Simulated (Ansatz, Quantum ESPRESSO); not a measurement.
# Lu (P6_3/mmc): electron–phonon coupling with Quantum ESPRESSO

What λ does ph.x give for Lu (P6_3/mmc), and how does it hang on the broadening? The first relaxation steps of the session are not shown, so no cell shown is the starting entry, unless a step says so.

Calculated with Ansatz 0.2.0 and Quantum ESPRESSO 7.5; DFT PBE, scalar-relativistic, plane waves, PAW, in the first sound run; inputs show where later runs differ.

Report form: the programs' logs are mostly left out.

## 1. The cell after earlier relaxation steps

Symmetry: P6_3/mmc, No. 194, hexagonal system. Conventional cell: a = 3.505 Å, b = 3.505 Å, c = 5.463 Å, α = 90.00°, β = 90.00°, γ = 120.00°. Lu has 12 Lu at 3.40 to 3.50 Å nearest.

## 2. Tight relaxation

Residual forces and stress shift phonon frequencies, so the cell is relaxed again, with tight thresholds and the mesh and smearing of this input. Earlier relaxation steps are not shown.

File input.yaml:

```yaml
crystal:
  lattice:
    - [3.5047618796, 0.0, 0.0]
    - [-1.7523809398, 3.0352128219, 0.0]
    - [0.0, 0.0, 5.4630268059]
  atoms:
    - { symbol: Lu, position: [0.3333333333, 0.6666666667, 0.25] }
    - { symbol: Lu, position: [0.6666666667, 0.3333333333, 0.75] }
kpoints:
  mp_grid: { grid: [9, 9, 6] }
hamiltonian:
  xc: pbe
scf:
  occupations: { method: methfessel_paxton, width: 0.2 }
output:
  forces: true
  stress: true
  eigenvalues: true
relax:
  adjacent_minimum: "off"
  f_tol: 0.001
  max_steps: 60
  cell: { stress_tol: 0.01 }
```

The run is started by

```
ansatz run input.yaml --threads 4 --pin off --max-ram 8192MiB --backend cpu --events-out ev --progress --plain --runs-dir out
```

Elapsed: 4.4 s, on 4 threads of Arm Neoverse V1, shared host; peak memory 0.4 GiB.

Little changed from the start: no atom moved by 0.005 Å and no cell edge by 0.1 %.

Numbers from this step:

```yaml
pressure: 0.006887 GPa
volume_per_atom: 29.06 Å³
metallic_on_mesh: yes
gap_on_the_k_mesh: 0 eV
```

The largest force is now zero by symmetry and the largest stress component 0.0070 GPa, small enough for phonons.

## 3. Matrix elements on the k mesh: PseudoDojo files, cutoff 1360.57 eV, Fermi–Dirac smearing of 0.1 eV

The exported deformation potentials allow the same Gaussian double-delta sums that other programs print.

This step: DFT PBE, scalar-relativistic, plane waves, PseudoDojo norm-conserving pseudopotentials (Ansatz 0.2.0).

File input.yaml:

```yaml
crystal:
  lattice:
    - [3.5047618796, 0.0, 0.0]
    - [-1.7523809398, 3.0352128219, 0.0]
    - [0.0, 0.0, 5.4630268059]
  atoms:
    - { symbol: Lu, position: [0.3333333333, 0.6666666667, 0.25] }
    - { symbol: Lu, position: [0.6666666667, 0.3333333333, 0.75] }
kpoints:
  mp_grid: { grid: [8, 8, 4] }
hamiltonian:
  xc: pbe
  pseudopotentials: { kind: nc, accuracy: standard }
scf:
  occupations: { method: fermi_dirac, width: 0.1 }
  n_extra_bands: 14
output:
  eigenvalues: true
basis:
  ecutwfc: 1360.569
phonons:
  method: dfpt
  qmesh: [2, 2, 2]
  temperatures: { t_max: 1000, t_step: 50 }
  qpath:
    path:
      - [[0.0, 0.0, 0.0], [0.5, 0.0, 0.0], [0.33333333, 0.33333333, 0.0], [0.0, 0.0, 0.0], [0.0, 0.0, 0.5], [0.5, 0.0, 0.5], [0.33333333, 0.33333333, 0.5], [0.0, 0.0, 0.5]]
      - [[0.5, 0.0, 0.5], [0.5, 0.0, 0.0]]
      - [[0.33333333, 0.33333333, 0.5], [0.33333333, 0.33333333, 0.0]]
    npoints: 10
  electron_phonon_deformation_potentials: { window_half_width: 2.5 }
```

Wall time 4.6 min (4 threads); peak memory 3.7 GiB; 17 min of CPU time.

This step gave:

```yaml
zero_point_energy: 0.03019 eV/cell
share_of_imaginary_modes_in_the_plain_interpolation_between_solved_wavevectors: 0
highest_frequency_solved_or_plainly_interpolated: 120.3 cm⁻¹
debye_temperature_second_moment: 155 K
```

Allen's double-delta sum on the run's k mesh, delta = exp(-(x/sigma)^2)/(sigma sqrt(pi)); at the zone centre the sum is no linewidth. Double-delta sums:

| q1 | q2 | q3 | star | mode | omega (meV) | lambda_q, sigma 0.05 eV | lambda_q, sigma 0.1 eV | lambda_q, sigma 0.2 eV | lambda_q, sigma 0.3 eV | lambda_q, sigma 0.4 eV | half width at sigma 0.2 (meV) | <D²> at sigma 0.2 ((eV/Å)²) | nesting at sigma 0.2 (1/eV²) |
| --- | --- | --- | --- | --- | --- | --- | --- | --- | --- | --- | --- | --- | --- |
| 0 | 0 | 0 | 1 | 1 | -4.49e-8 | - | - | - | - | - | 9.69e-6 | 5.82e-5 | 4.438 |
| 0 | 0 | 0 | 1 | 2 | 1.14e-7 | - | - | - | - | - | 9.69e-6 | 5.82e-5 | 4.438 |
| 0 | 0 | 0 | 1 | 3 | 2.02e-7 | - | - | - | - | - | 9.69e-6 | 5.82e-5 | 4.438 |
| 0 | 0 | 0 | 1 | 4 | 9.012 | 0.1422 | 0.1391 | 0.1748 | 0.1422 | 0.1185 | 0.07337 | 0.4405 | 4.438 |
| 0 | 0 | 0 | 1 | 5 | 9.012 | 0.1422 | 0.1391 | 0.1748 | 0.1422 | 0.1185 | 0.07337 | 0.4405 | 4.438 |
| 0 | 0 | 0 | 1 | 6 | 14.91 | 0.0669 | 0.06217 | 0.04074 | 0.03508 | 0.03408 | 0.04683 | 0.2811 | 4.438 |
| 0 | 0 | -0.5 | 1 | 1 | 6.311 | 0.01016 | 0.008535 | 0.01915 | 0.03595 | 0.04784 | 0.003942 | 0.04335 | 2.423 |
| 0 | 0 | -0.5 | 1 | 2 | 6.311 | 0.01016 | 0.008535 | 0.01915 | 0.03595 | 0.04784 | 0.003942 | 0.04335 | 2.423 |
| 0 | 0 | -0.5 | 1 | 3 | 6.311 | 0.01016 | 0.008535 | 0.01915 | 0.03595 | 0.04784 | 0.003942 | 0.04335 | 2.423 |
| 0 | 0 | -0.5 | 1 | 4 | 6.311 | 0.01016 | 0.008535 | 0.01915 | 0.03595 | 0.04784 | 0.003942 | 0.04335 | 2.423 |
| 0 | 0 | -0.5 | 1 | 5 | 10.2 | 1.389 | 0.3786 | 0.1406 | 0.09136 | 0.07549 | 0.07567 | 0.8322 | 2.423 |
| 0 | 0 | -0.5 | 1 | 6 | 10.2 | 1.389 | 0.3786 | 0.1406 | 0.09136 | 0.07549 | 0.07567 | 0.8322 | 2.423 |
| 0 | -0.5 | 0 | 3 | 1 | 7.411 | 3.40e-4 | 0.04582 | 0.09163 | 0.1014 | 0.09776 | 0.02601 | 0.2698 | 2.568 |
| 0 | -0.5 | 0 | 3 | 2 | 8.896 | 0.06332 | 0.0513 | 0.07078 | 0.07483 | 0.07709 | 0.02895 | 0.3004 | 2.568 |
| 0 | -0.5 | 0 | 3 | 3 | 12.11 | 0.3314 | 0.1082 | 0.07918 | 0.07782 | 0.07812 | 0.05997 | 0.6222 | 2.568 |
| 0 | -0.5 | 0 | 3 | 4 | 12.7 | 1.13e-4 | 0.02095 | 0.03752 | 0.03689 | 0.03626 | 0.03126 | 0.3243 | 2.568 |
| 0 | -0.5 | 0 | 3 | 5 | 13.22 | 0.01662 | 0.01783 | 0.03526 | 0.03835 | 0.03787 | 0.03185 | 0.3304 | 2.568 |
| 0 | -0.5 | 0 | 3 | 6 | 13.49 | 0.0353 | 0.01368 | 0.01756 | 0.02236 | 0.02481 | 0.01651 | 0.1713 | 2.568 |
| 0 | -0.5 | -0.5 | 3 | 1 | 8.664 | 0.4753 | 0.2516 | 0.1704 | 0.1515 | 0.1376 | 0.06609 | 0.6515 | 2.703 |
| 0 | -0.5 | -0.5 | 3 | 2 | 8.664 | 0.4753 | 0.2516 | 0.1704 | 0.1515 | 0.1376 | 0.06609 | 0.6515 | 2.703 |
| 0 | -0.5 | -0.5 | 3 | 3 | 9.888 | 0.151 | 0.08417 | 0.05895 | 0.0604 | 0.0607 | 0.02979 | 0.2936 | 2.703 |
| 0 | -0.5 | -0.5 | 3 | 4 | 9.888 | 0.151 | 0.08417 | 0.05895 | 0.0604 | 0.0607 | 0.02979 | 0.2936 | 2.703 |
| 0 | -0.5 | -0.5 | 3 | 5 | 12.79 | 0.0821 | 0.06009 | 0.07629 | 0.07512 | 0.07208 | 0.06446 | 0.6355 | 2.703 |
| 0 | -0.5 | -0.5 | 3 | 6 | 12.79 | 0.0821 | 0.06009 | 0.07629 | 0.07512 | 0.07208 | 0.06446 | 0.6355 | 2.703 |

Mean over the q mesh without its centre; few wavevectors enter, so none of the widths can be taken as converged. Coupling constant λ, lambda against Gaussian width:

| Gaussian width (eV) | coupling constant λ, lambda |
| --- | --- |
| 0.050 | 1.20 |
| 0.100 | 0.563 |
| 0.200 | 0.455 |
| 0.300 | 0.443 |
| 0.400 | 0.431 |

Among the solved wavevectors the lowest mode, translations apart, is 50.9 cm⁻¹, so these are real on this k mesh.

## 4. Ground state with pw.x

ph.x needs a tightly converged ground state on the same k mesh; the cell is that of the step before.

This step: DFT PBE, scalar-relativistic, plane waves, PseudoDojo norm-conserving pseudopotentials (Quantum ESPRESSO 7.5).

File pw.in:

```
 &control
    calculation='scf',
    prefix='x',
    outdir='./tmp',
    pseudo_dir='./pseudo',
    tprnfor=.true.,
    tstress=.true.,
 /
 &system
    ibrav=4,
    celldm(1)=6.62304008,
    celldm(3)=1.55874407,
    nat=2,
    ntyp=1,
    ecutwfc=100.0,
    ecutrho=400.0,
    occupations='smearing',
    smearing='fd',
    degauss=0.00734986,
    nbnd=36,
 /
 &electrons
    conv_thr=1.0d-11,
    mixing_beta=0.5,
 /
ATOMIC_SPECIES
 Lu    174.9668  Lu.upf
ATOMIC_POSITIONS crystal
 Lu     0.333333333   0.666666667   0.250000000
 Lu     0.666666667   0.333333333   0.750000000
K_POINTS automatic
 8 8 4 0 0 0
```

The run is started by

```
OMP_NUM_THREADS=1 mpirun -n 4 pw.x -nk 4 -in pw.in > pw.x.log
```

Wall time 51 s (4 MPI ranks); 3.4 min of CPU time.

This step gave:

- pressure: 0.06167 GPa

With these potentials, mesh and smearing the cell is at 0.062 GPa.

## 5. Phonons and couplings with ph.x: Fermi–Dirac smearing of 0.1 eV

ph.x gives each mode's frequency and linewidth; λ of a mode follows from Gaussian double-delta sums over the k mesh, here at four widths.

File ph.in:

```
phonons and couplings
 &inputph
    prefix='x',
    outdir='./tmp',
    tr2_ph=1.0d-15,
    fildyn='x.dyn',
    fildvscf='dvscf',
    ldisp=.true.,
    nq1=2,
    nq2=2,
    nq3=2,
    electron_phonon='simple',
    el_ph_ngauss=0,
    el_ph_sigma=0.00734986,
    el_ph_nsigma=4,
    alpha_mix(1)=0.5,
    amass(1)=174.9668,
 /
```

The run is started by

```
OMP_NUM_THREADS=1 mpirun -n 4 ph.x -nk 4 -in ph.in > ph.x.log
```

Elapsed: 63 min, on 4 MPI ranks.

The run was cut off at its time limit.

The run did not finish in the time allowed, so it gives no couplings or resistivity.

## 6. Outcome

```yaml
phonon_run_of_the_rows_without_a_label_of_their_own: PBE, q 2×2×2, k 8×8×4
softest_mode_on_the_q_mesh: 50.9 cm⁻¹ at q = (0, 0, 0.5)
highest_frequency_solved_or_plainly_interpolated: 120 cm⁻¹
coupling_lambda_by_gaussian_sums_at_0p2_ev_ansatz_pseudodojo_cutoff_1361_ev_q_2x2x2_k_8x8x4: 0.455
```

What this shows: In the last run that gave them, λ from the Gaussian sums still varies by a factor of 1.3 between widths of 0.1 and 0.4 eV; these sums hold few wavevectors and leave out the zone centre.

[Logs are printed without paths, hosts, clocks, repeated set-up lines and the standing remarks that a program may print on its own settings, such as how far it seeks lower states.]

[Hosts, paths, dates, database ids (printed as entryN), source tags and the programs' standing remarks are cut or masked in the printed files.]
